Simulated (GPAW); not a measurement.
# An Al chain with two Ag atoms in line: transmission at several levels

Wanted: the zero-bias transmission of an Al chain with two Ag atoms in line on a ladder of levels, with run times.

Program: GPAW 26.7.0. Level of theory: GPAW LCAO, PAW setups; Landauer transmission from Green's functions with principal layers (ASE), zero bias. Results are calculated unless marked as measured.

Most raw output is cut from this account.

### 1. The starting structure

The cell holds 14 atoms: 12 Al and 2 Ag. Its edges and angles: a = 9.000 Å, b = 9.000 Å, c = 34.062 Å, α = 90.0°, β = 90.0°, γ = 90.0°. Regions: left lead, 6 atoms (6 Al); channel, 2 atoms (2 Ag); right lead, 6 atoms (6 Al). Vacuum lies along a and b. The structure is stacked along c, and the current runs across the ab planes.

### 2. GPAW, dzp

The script solves lead and junction separately, takes H and S in the orbital basis, and joins semi-infinite leads through their self-energies; the dzp basis is the working standard.

run.py

```python
import json
import numpy as np
from ase import Atoms
from ase.transport.calculators import TransportCalculator
from gpaw import GPAW, FermiDirac
from gpaw.lcao.tools import get_lcao_hamiltonian
from scipy.linalg import eigh

# The junction with lead layers at both ends, along the third cell vector
device = Atoms(
    ['Al', 'Al', 'Al', 'Al', 'Al', 'Al', 'Ag', 'Ag', 'Al', 'Al', 'Al', 'Al', 'Al', 'Al'],
    positions=[
        [4.50000, 4.50000, 1.20000],
        [4.50000, 4.50000, 3.60000],
        [4.50000, 4.50000, 6.00000],
        [4.50000, 4.50000, 8.40000],
        [4.50000, 4.50000, 10.80000],
        [4.50000, 4.50000, 13.20000],
        [4.50000, 4.50000, 15.70120],
        [4.50000, 4.50000, 18.36120],
        [4.50000, 4.50000, 20.86240],
        [4.50000, 4.50000, 23.26240],
        [4.50000, 4.50000, 25.66240],
        [4.50000, 4.50000, 28.06240],
        [4.50000, 4.50000, 30.46240],
        [4.50000, 4.50000, 32.86240]],
    cell=[[9.0, 0.0, 0.0], [0.0, 9.0, 0.0], [0.0, 0.0, 34.0624]],
    pbc=True)

# One principal layer of the lead: the first 4 atoms of the device
lead = Atoms(
    ['Al', 'Al', 'Al', 'Al'],
    positions=[
        [4.50000, 4.50000, 1.20000],
        [4.50000, 4.50000, 3.60000],
        [4.50000, 4.50000, 6.00000],
        [4.50000, 4.50000, 8.40000]],
    cell=[[9.0, 0.0, 0.0], [0.0, 9.0, 0.0], [0.0, 0.0, 9.6]],
    pbc=True)

settings = dict(mode='lcao', basis='dzp', xc='PBE', h=0.2,
                occupations=FermiDirac(0.1), maxiter=250,
                mixer=dict(beta=0.1, nmaxold=8, weight=100.0),
                convergence=dict(density=0.0001))
energies = np.arange(-2, 2 + 1e-9, 0.05)
eta = 0.0001
n1, n2 = 1, 1
# k and -k transmit alike, so half of the mesh across the current serves
mesh = [(i, j) for i in range(n1) for j in range(n2) if (i, j) <= (-i % n1, -j % n2)]
weights = np.array([1 if (i, j) == (-i % n1, -j % n2) else 2 for i, j in mesh]) / (n1 * n2)

# [... helper functions left out ...]
fermi_lead = ground_state(lead, (1, 1, 12), 'lead.txt')
fermi_device = ground_state(device, (1, 1, 3), 'device.txt')
# [... loop over the mesh left out, but for ...]
        # Shift the lead onto the potential of the device's first layer
        shift = ((H[:, 0, 0] - H0[:, 0, 0]) / S0[0, 0]).real.mean()
# [...]
kT = 8.617333e-5 * 300
bias = [0.1, 0.2, 0.5, 1.0, 1.5, 2.0]
# [... integrals and printing left out ...]
```

Started as:

```sh
OMP_NUM_THREADS=1 OPENBLAS_NUM_THREADS=1 python run.py
```

Wall time 57 s (1 thread of Arm Neoverse V2, shared host); peak memory 1.1 GiB.

This step gave:

```yaml
conductance: 0.03321 G₀
thermopower: -10.22 μV/K
largest_coupling_past_the_next_principal_layer: 1.42e-15 eV
largest_misfit_of_the_first_principal_layer: 0.07637 eV
shift_that_aligns_the_lead: 0.01292 eV
basis_functions_of_the_junction: 210
basis_functions_of_a_principal_layer: 52
transmission_at_the_fermi_level_one_spin: 0.03429
```

One spin. The transmission, zone mean by energy, zero at the Fermi level:

| energy (eV) | transmission, zone mean |
| --- | --- |
| -2.00 | 0.0914 |
| -1.85 | 0.178 |
| -1.70 | 0.413 |
| -1.60 | 0.708 |
| -1.45 | 0.990 |
| -1.30 | 0.231 |
| -1.15 | 3.6e-8 |
| -1.05 | 1.5e-9 |
| -0.90 | 1.5e-10 |
| -0.75 | 4.3e-11 |
| -0.60 | 2.3e-11 |
| -0.50 | 1.9e-11 |
| -0.35 | 0.00197 |
| -0.20 | 0.0124 |
| -0.05 | 0.0311 |
| 0.00 | 0.0343 |
| 0.05 | 0.0353 |
| 0.20 | 0.0328 |
| 0.35 | 0.0311 |
| 0.50 | 0.0324 |
| 0.60 | 0.0348 |
| 0.75 | 0.0408 |
| 0.90 | 0.0497 |
| 1.05 | 0.119 |
| 1.15 | 0.172 |
| 1.30 | 0.250 |
| 1.45 | 0.328 |
| 1.60 | 0.410 |
| 1.70 | 0.470 |
| 1.85 | 0.569 |
| 2.00 | 0.683 |

Not self-consistent under bias; the bias window is split evenly. The current through one cell, from the zero-bias transmission by bias:

| bias (V) | current through one cell, from the zero-bias transmission (μA) |
| --- | --- |
| 0.100 | 0.255 |
| 0.200 | 0.496 |
| 0.500 | 1.07 |
| 1.000 | 1.72 |
| 1.500 | 2.42 |
| 2.000 | 3.49 |

The transmission of the three most open eigenchannels by energy, zero at the Fermi level:

| energy (eV) | channel 1 | channel 2 | channel 3 |
| --- | --- | --- | --- |
| -2.00 | 0.0914 | 0 | 0 |
| -1.90 | 0.139 | 0 | 0 |
| -1.80 | 0.233 | 0 | 0 |
| -1.70 | 0.413 | 0 | 0 |
| -1.55 | 0.866 | 0 | 0 |
| -1.45 | 0.990 | 0 | 0 |
| -1.35 | 0.664 | 0 | 0 |
| -1.25 | 1.3e-6 | 0 | 0 |
| -1.15 | 3.6e-8 | 0 | 0 |
| -1.05 | 1.5e-9 | 0 | 0 |
| -0.90 | 1.5e-10 | 0 | 0 |
| -0.80 | 5.9e-11 | 0 | 0 |
| -0.70 | 3.2e-11 | 0 | 0 |
| -0.60 | 2.2e-11 | 0 | 0 |
| -0.50 | 1.8e-11 | 0 | 0 |
| -0.40 | 1.1e-10 | 1.1e-10 | 1.9e-11 |
| -0.25 | 0.00376 | 0.00376 | 3.1e-11 |
| -0.15 | 0.00941 | 0.00941 | 6.7e-11 |
| -0.05 | 0.0155 | 0.0155 | 3.7e-10 |
| 0.00 | 0.0171 | 0.0171 | 3.8e-9 |
| 0.05 | 0.0177 | 0.0177 | 2.9e-9 |
| 0.15 | 0.0170 | 0.0170 | 1.5e-10 |
| 0.25 | 0.0160 | 0.0160 | 6.0e-11 |
| 0.40 | 0.0156 | 0.0156 | 3.9e-11 |
| 0.50 | 0.0162 | 0.0162 | 4.2e-11 |
| 0.60 | 0.0174 | 0.0174 | 6.0e-11 |
| 0.70 | 0.0192 | 0.0192 | 1.2e-10 |
| 0.80 | 0.0217 | 0.0217 | 4.1e-10 |
| 0.90 | 0.0249 | 0.0249 | 6.4e-9 |
| 1.05 | 0.0565 | 0.0311 | 0.0311 |
| 1.15 | 0.0995 | 0.0365 | 0.0365 |
| 1.25 | 0.138 | 0.0430 | 0.0430 |
| 1.35 | 0.174 | 0.0508 | 0.0508 |
| 1.45 | 0.207 | 0.0602 | 0.0602 |
| 1.55 | 0.239 | 0.0713 | 0.0713 |
| 1.70 | 0.286 | 0.0921 | 0.0921 |
| 1.80 | 0.316 | 0.109 | 0.109 |
| 1.90 | 0.346 | 0.129 | 0.129 |
| 2.00 | 0.375 | 0.154 | 0.154 |

Couplings past the next layer reach 1.4e-15 eV, small enough to drop; the matrix elements of the cell's first layer differ from the bulk lead's by up to 0.076 eV. That layer keeps its own values in the calculation, and only beyond it is the lead taken as perfect. The Fermi levels of lead and junction count from different zeros of potential, one for each periodic cell; with both set to zero, the small remaining shift is what aligns them. By hand: G = 0.03321 × 77.48 μS = 2.57 μS, a resistance of 389 kΩ; at 0.1 V a linear junction would pass 0.257 μA, and the integral over the bias window gives 0.255 μA. Mott's formula, S = -(π²/3)(k_B²T/e) d ln T/dE, has the prefactor 7.33 μV/K·eV at 300 K; T = 0.03107 at -0.05 eV and 0.03532 at 0.05 eV give a slope of 1.28 per eV and S = -9.39 μV/K, beside -10.2 μV/K from the thermal integral, which interpolates the same grid.

### 3. GPAW, szp: basis = "szp(dzp)"

One radial function a shell plus polarisation makes the matrices smaller; the question is what that costs.

Changes to run.py since step 2:

```diff
@@ -40,3 +40,3 @@
 
-settings = dict(mode='lcao', basis='dzp', xc='PBE', h=0.2,
+settings = dict(mode='lcao', basis='szp(dzp)', xc='PBE', h=0.2,
                 occupations=FermiDirac(0.1), maxiter=250,
```

Run time: 49 s. Hardware: 1 thread; peak memory 1.1 GiB.

This step gave:

| Property | Result |
| --- | --- |
| conductance | 0.02283 G₀ |
| thermopower | -10.69 μV/K |
| largest coupling past the next principal layer | 1.49e-15 eV |
| largest misfit of the first principal layer | 0.09549 eV |
| shift that aligns the lead | 0.01816 eV |
| basis functions of the junction | 138 |
| basis functions of a principal layer | 36 |
| transmission at the Fermi level (one spin) | 0.02368 |

One spin. The transmission, zone mean by energy, zero at the Fermi level:

energy (eV), transmission, zone mean and a bar:
```
   -2.000      0.067 ##
   -1.800      0.150 #####
   -1.600      0.486 ###############
   -1.450      0.995 ##############################
   -1.400      0.633 ###################
   -1.200      0.000 
   -1.000      0.000 
   -0.800      0.000 
   -0.600      0.000 
   -0.400      0.000 
   -0.200      0.007 
    0.000      0.024 #
    0.200      0.023 #
    0.400      0.022 #
    0.600      0.025 #
    0.800      0.044 #
    1.000      0.135 ####
    1.200      0.214 ######
    1.400      0.292 #########
    1.600      0.376 ###########
    1.800      0.470 ##############
    2.000      0.581 ##################
```

Not self-consistent under bias; the bias window is split evenly. Current through one cell, from the zero-bias transmission against bias:

| bias (V) | current through one cell, from the zero-bias transmission (μA) |
| --- | --- |
| 0.100 | 0.175 |
| 0.200 | 0.339 |
| 0.500 | 0.723 |
| 1.000 | 1.17 |
| 1.500 | 1.69 |
| 2.000 | 3.25 |

The transmission of the three most open eigenchannels by energy, zero at the Fermi level:

| energy (eV) | channel 1 | channel 2 | channel 3 |
| --- | --- | --- | --- |
| -2.000 | 0.0675 | 0 | 0 |
| -1.800 | 0.150 | 0 | 0 |
| -1.600 | 0.486 | 0 | 0 |
| -1.400 | 0.633 | 0 | 0 |
| -1.200 | 5.8e-8 | 0 | 0 |
| -1.000 | 2.4e-10 | 0 | 0 |
| -0.800 | 3.4e-11 | 0 | 0 |
| -0.600 | 1.5e-11 | 0 | 0 |
| -0.400 | 1.6e-11 | 0 | 0 |
| -0.200 | 0.00364 | 0.00364 | 4.5e-11 |
| 0.000 | 0.0118 | 0.0118 | 4.1e-8 |
| 0.200 | 0.0113 | 0.0113 | 1.0e-10 |
| 0.400 | 0.0111 | 0.0111 | 7.9e-11 |
| 0.600 | 0.0125 | 0.0125 | 3.0e-10 |
| 0.800 | 0.0155 | 0.0155 | 0.0129 |
| 1.000 | 0.0935 | 0.0208 | 0.0208 |
| 1.200 | 0.157 | 0.0288 | 0.0288 |
| 1.400 | 0.212 | 0.0401 | 0.0401 |
| 1.600 | 0.265 | 0.0555 | 0.0555 |
| 1.800 | 0.317 | 0.0764 | 0.0764 |
| 2.000 | 0.370 | 0.105 | 0.105 |

The conductance, 0.0228 G₀, lies 31 % below that of the dzp run.

### 4. Minimal basis

The minimal basis is the cheapest rung: no second zeta and no polarisation.

Changes to run.py since step 3:

```diff
@@ -40,3 +40,3 @@
 
-settings = dict(mode='lcao', basis='szp(dzp)', xc='PBE', h=0.2,
+settings = dict(mode='lcao', basis='sz(dzp)', xc='PBE', h=0.2,
                 occupations=FermiDirac(0.1), maxiter=250,
```

Run time: 32 s. Hardware: 1 thread; peak memory 1 GiB.

Numbers from this step:

```
conductance                                    : 0.02897 G₀
thermopower                                    : -6.880 μV/K
largest coupling past the next principal layer : 9.58e-16 eV
largest misfit of the first principal layer    : 0.1242 eV
shift that aligns the lead                     : 0.02994 eV
basis functions of the junction                : 72
basis functions of a principal layer           : 16
transmission at the Fermi level (one spin)     : 0.03007
```

One spin. The transmission, zone mean by energy, zero at the Fermi level:

| energy (eV) | transmission, zone mean |
| --- | --- |
| -2.00 | 0.0430 |
| -1.90 | 0.0457 |
| -1.80 | 0.0476 |
| -1.70 | 9.6e-7 |
| -1.55 | 3.1e-8 |
| -1.45 | 1.5e-8 |
| -1.35 | 1.1e-8 |
| -1.25 | 3.2e-10 |
| -1.15 | 6.0e-11 |
| -1.05 | 2.1e-11 |
| -0.90 | 7.9e-12 |
| -0.80 | 5.5e-12 |
| -0.70 | 4.6e-12 |
| -0.60 | 4.6e-12 |
| -0.50 | 5.4e-12 |
| -0.40 | 7.1e-10 |
| -0.25 | 0.00642 |
| -0.15 | 0.0167 |
| -0.05 | 0.0279 |
| 0.00 | 0.0301 |
| 0.05 | 0.0300 |
| 0.15 | 0.0273 |
| 0.25 | 0.0250 |
| 0.40 | 0.0241 |
| 0.50 | 0.0248 |
| 0.60 | 0.0263 |
| 0.70 | 0.0494 |
| 0.80 | 0.0899 |
| 0.90 | 0.125 |
| 1.05 | 0.171 |
| 1.15 | 0.201 |
| 1.25 | 0.230 |
| 1.35 | 0.260 |
| 1.45 | 0.290 |
| 1.55 | 0.322 |
| 1.70 | 0.371 |
| 1.80 | 0.406 |
| 1.90 | 0.442 |
| 2.00 | 0.480 |

The conductance, 0.0290 G₀, lies 13 % below that of the dzp run.

### 5. RPBE in the dzp basis: xc = "RPBE"

Back in the dzp basis, the functional changes from PBE to RPBE, to set the spread between functionals beside that between bases.

Changes to run.py since step 4:

```diff
@@ -40,3 +40,3 @@
 
-settings = dict(mode='lcao', basis='sz(dzp)', xc='PBE', h=0.2,
+settings = dict(mode='lcao', basis='dzp', xc='RPBE', h=0.2,
                 occupations=FermiDirac(0.1), maxiter=250,
```

Run time: 58 s. Hardware: 1 thread; peak memory 1.1 GiB.

This step gave:

```
conductance                                    : 0.03292 G₀
thermopower                                    : -10.03 μV/K
largest coupling past the next principal layer : 1.29e-15 eV
largest misfit of the first principal layer    : 0.07572 eV
shift that aligns the lead                     : 0.01109 eV
basis functions of the junction                : 210
basis functions of a principal layer           : 52
transmission at the Fermi level (one spin)     : 0.03395
```

One spin. Transmission, zone mean against energy, zero at the Fermi level:

energy (eV), transmission, zone mean and a bar:
```
    -2.00      0.089 ###
    -1.85      0.179 #####
    -1.70      0.420 #############
    -1.60      0.718 ######################
    -1.45      0.987 ##############################
    -1.30      0.155 #####
    -1.15      0.000 
    -1.05      0.000 
    -0.90      0.000 
    -0.75      0.000 
    -0.60      0.000 
    -0.50      0.000 
    -0.35      0.002 
    -0.20      0.013 
    -0.05      0.031 #
     0.00      0.034 #
     0.05      0.035 #
     0.20      0.033 #
     0.35      0.031 #
     0.50      0.033 #
     0.60      0.035 #
     0.75      0.041 #
     0.90      0.051 ##
     1.05      0.087 ###
     1.15      0.144 ####
     1.30      0.226 #######
     1.45      0.308 #########
     1.60      0.395 ############
     1.70      0.459 ##############
     1.85      0.564 #################
     2.00      0.687 #####################
```

The conductance, 0.0329 G₀, lies 0.9 % below that of the dzp run.

### 6. All levels side by side

Times are for 1 thread of Arm Neoverse V2, shared host. Results by setting:

| no. | run | conductance (G₀) | time | memory (GiB) |
| --- | --- | --- | --- | --- |
| 1 | dzp | 0.03321 | 57 s | 1.1 |
| 2 | szp | 0.02283 | 49 s | 1.1 |
| 3 | sz | 0.02897 | 32 s | 1.0 |
| 4 | dzp RPBE | 0.03292 | 58 s | 1.1 |

### 7. The levels side by side

The curves are compared point by point over the common energies.

This step: comparison of transmission and cost over codes and levels (GPAW 26.7.0).

Ladder, by row:

| step | code | T at the Fermi level (sum over the listed spins) | conductance (G0) | r.m.s. T(E) from the first | wall time (s) | peak memory (GiB) | threads |
| --- | --- | --- | --- | --- | --- | --- | --- |
| dzp | GPAW | 0.03429 | 0.03321 | 0 | 57.17 | 1.15 | 1 |
| szp | GPAW | 0.02368 | 0.02283 | 0.09955 | 49.4 | 1.12 | 1 |
| sz | GPAW | 0.03007 | 0.02897 | 0.2556 | 32.4 | 1.03 | 1 |
| dzp-RPBE | GPAW | 0.03395 | 0.03292 | 0.01396 | 57.76 | 1.15 | 1 |

Transmission, zone mean, sum over the listed spins against energy, zero at the Fermi level:

| energy (eV) | dzp | szp | sz | dzp-RPBE |
| --- | --- | --- | --- | --- |
| -2.00 | 0.0914 | 0.0675 | 0.0430 | 0.0890 |
| -1.85 | 0.178 | 0.118 | 0.0475 | 0.179 |
| -1.70 | 0.413 | 0.259 | 9.6e-7 | 0.420 |
| -1.50 | 0.976 | 0.885 | 1.3e-8 | 0.980 |
| -1.45 | 0.990 | 0.995 | 1.5e-8 | 0.987 |
| -1.35 | 0.664 | 9.4e-7 | 1.1e-8 | 0.633 |
| -1.20 | 2.7e-6 | 5.8e-8 | 1.3e-10 | 1.0e-6 |
| -1.05 | 1.5e-9 | 5.4e-10 | 2.1e-11 | 1.2e-9 |
| -0.90 | 1.5e-10 | 7.4e-11 | 7.9e-12 | 1.2e-10 |
| -0.70 | 3.3e-11 | 2.0e-11 | 4.6e-12 | 2.7e-11 |
| -0.55 | 2.0e-11 | 1.4e-11 | 4.8e-12 | 1.6e-11 |
| -0.40 | 2.3e-10 | 1.7e-11 | 7.1e-10 | 2.6e-10 |
| -0.25 | 0.00751 | 0.00413 | 0.00642 | 0.00771 |
| -0.10 | 0.0256 | 0.0171 | 0.0231 | 0.0256 |
| 0.00 | 0.0343 | 0.0237 | 0.0301 | 0.0340 |
| 0.10 | 0.0349 | 0.0239 | 0.0288 | 0.0347 |
| 0.25 | 0.0319 | 0.0221 | 0.0250 | 0.0319 |
| 0.40 | 0.0312 | 0.0221 | 0.0241 | 0.0313 |
| 0.55 | 0.0335 | 0.0240 | 0.0255 | 0.0337 |
| 0.70 | 0.0385 | 0.0276 | 0.0494 | 0.0391 |
| 0.90 | 0.0497 | 0.0920 | 0.125 | 0.0509 |
| 1.05 | 0.119 | 0.155 | 0.171 | 0.0870 |
| 1.20 | 0.198 | 0.214 | 0.215 | 0.171 |
| 1.35 | 0.276 | 0.273 | 0.260 | 0.253 |
| 1.50 | 0.355 | 0.333 | 0.306 | 0.336 |
| 1.70 | 0.470 | 0.421 | 0.371 | 0.459 |
| 1.85 | 0.569 | 0.496 | 0.424 | 0.564 |
| 2.00 | 0.683 | 0.581 | 0.480 | 0.687 |

### 8. Density threshold 1e-06: conv = 1e-06

The Hamiltonian is taken from the last density. The density threshold is one of the tests that end the cycle; the energy must settle too, so a loose value may not be the test that decides.

This step: GPAW LCAO, PAW setups; Landauer transmission from Green's functions with principal layers (ASE), zero bias (GPAW 26.7.0).

Changes to run.py since step 5:

```diff
@@ -40,6 +40,6 @@
 
-settings = dict(mode='lcao', basis='dzp', xc='RPBE', h=0.2,
+settings = dict(mode='lcao', basis='dzp', xc='PBE', h=0.2,
                 occupations=FermiDirac(0.1), maxiter=250,
                 mixer=dict(beta=0.1, nmaxold=8, weight=100.0),
-                convergence=dict(density=0.0001))
+                convergence=dict(density=1e-06))
 energies = np.arange(-2, 2 + 1e-9, 0.05)
```

It took 75 s on 1 thread; peak memory 1.1 GiB.

This step gave:

* conductance: 0.03313 G₀
* thermopower: -10.17 μV/K
* largest coupling past the next principal layer: 1.40e-15 eV
* largest misfit of the first principal layer: 0.07650 eV
* shift that aligns the lead: 0.01263 eV
* transmission at the Fermi level (one spin): 0.03420

One spin. The transmission, zone mean by energy, zero at the Fermi level:

| energy (eV) | transmission, zone mean |
| --- | --- |
| -2.00 | 0.0913 |
| -1.85 | 0.178 |
| -1.70 | 0.412 |
| -1.60 | 0.707 |
| -1.45 | 0.991 |
| -1.30 | 0.228 |
| -1.15 | 3.6e-8 |
| -1.05 | 1.5e-9 |
| -0.90 | 1.5e-10 |
| -0.75 | 4.3e-11 |
| -0.60 | 2.2e-11 |
| -0.50 | 1.9e-11 |
| -0.35 | 0.00196 |
| -0.20 | 0.0125 |
| -0.05 | 0.0310 |
| 0.00 | 0.0342 |
| 0.05 | 0.0352 |
| 0.20 | 0.0328 |
| 0.35 | 0.0311 |
| 0.50 | 0.0324 |
| 0.60 | 0.0348 |
| 0.75 | 0.0408 |
| 0.90 | 0.0497 |
| 1.05 | 0.119 |
| 1.15 | 0.172 |
| 1.30 | 0.250 |
| 1.45 | 0.328 |
| 1.60 | 0.410 |
| 1.70 | 0.470 |
| 1.85 | 0.568 |
| 2.00 | 0.682 |

Not self-consistent under bias; the bias window is split evenly. The current through one cell, from the zero-bias transmission by bias:

| bias (V) | current through one cell, from the zero-bias transmission (μA) |
| --- | --- |
| 0.100 | 0.254 |
| 0.200 | 0.495 |
| 0.500 | 1.07 |
| 1.000 | 1.72 |
| 1.500 | 2.42 |
| 2.000 | 3.49 |

Table of transmission of the three most open eigenchannels by energy, zero at the Fermi level:

| energy (eV) | channel 1 | channel 2 | channel 3 |
| --- | --- | --- | --- |
| -2.00 | 0.0913 | 0 | 0 |
| -1.90 | 0.139 | 0 | 0 |
| -1.80 | 0.232 | 0 | 0 |
| -1.70 | 0.412 | 0 | 0 |
| -1.55 | 0.865 | 0 | 0 |
| -1.45 | 0.991 | 0 | 0 |
| -1.35 | 0.663 | 0 | 0 |
| -1.25 | 1.3e-6 | 0 | 0 |
| -1.15 | 3.6e-8 | 0 | 0 |
| -1.05 | 1.5e-9 | 0 | 0 |
| -0.90 | 1.5e-10 | 0 | 0 |
| -0.80 | 5.9e-11 | 0 | 0 |
| -0.70 | 3.2e-11 | 0 | 0 |
| -0.60 | 2.2e-11 | 0 | 0 |
| -0.50 | 1.8e-11 | 0 | 0 |
| -0.40 | 1.1e-10 | 1.1e-10 | 1.9e-11 |
| -0.25 | 0.00377 | 0.00377 | 3.1e-11 |
| -0.15 | 0.00943 | 0.00943 | 6.7e-11 |
| -0.05 | 0.0155 | 0.0155 | 3.6e-10 |
| 0.00 | 0.0171 | 0.0171 | 3.7e-9 |
| 0.05 | 0.0176 | 0.0176 | 2.9e-9 |
| 0.15 | 0.0169 | 0.0169 | 1.5e-10 |
| 0.25 | 0.0160 | 0.0160 | 6.1e-11 |
| 0.40 | 0.0156 | 0.0156 | 3.9e-11 |
| 0.50 | 0.0162 | 0.0162 | 4.2e-11 |
| 0.60 | 0.0174 | 0.0174 | 6.1e-11 |
| 0.70 | 0.0192 | 0.0192 | 1.2e-10 |
| 0.80 | 0.0217 | 0.0217 | 4.1e-10 |
| 0.90 | 0.0249 | 0.0249 | 6.5e-9 |
| 1.05 | 0.0565 | 0.0311 | 0.0311 |
| 1.15 | 0.0994 | 0.0365 | 0.0365 |
| 1.25 | 0.138 | 0.0430 | 0.0430 |
| 1.35 | 0.174 | 0.0508 | 0.0508 |
| 1.45 | 0.207 | 0.0602 | 0.0602 |
| 1.55 | 0.239 | 0.0713 | 0.0713 |
| 1.70 | 0.286 | 0.0920 | 0.0920 |
| 1.80 | 0.316 | 0.109 | 0.109 |
| 1.90 | 0.346 | 0.129 | 0.129 |
| 2.00 | 0.375 | 0.154 | 0.154 |

The conductance, 0.0331 G₀, lies 0.2 % below that of the dzp run.

(Part 1 of 2 ends here.)

[Logs are printed without paths, hosts, clocks, repeated set-up lines and the standing remarks that a program may print on its own settings, such as how far it seeks lower states.]

[Hosts, paths, dates, database ids (printed as entryN), source tags and the programs' standing remarks are cut or masked in the printed files.]
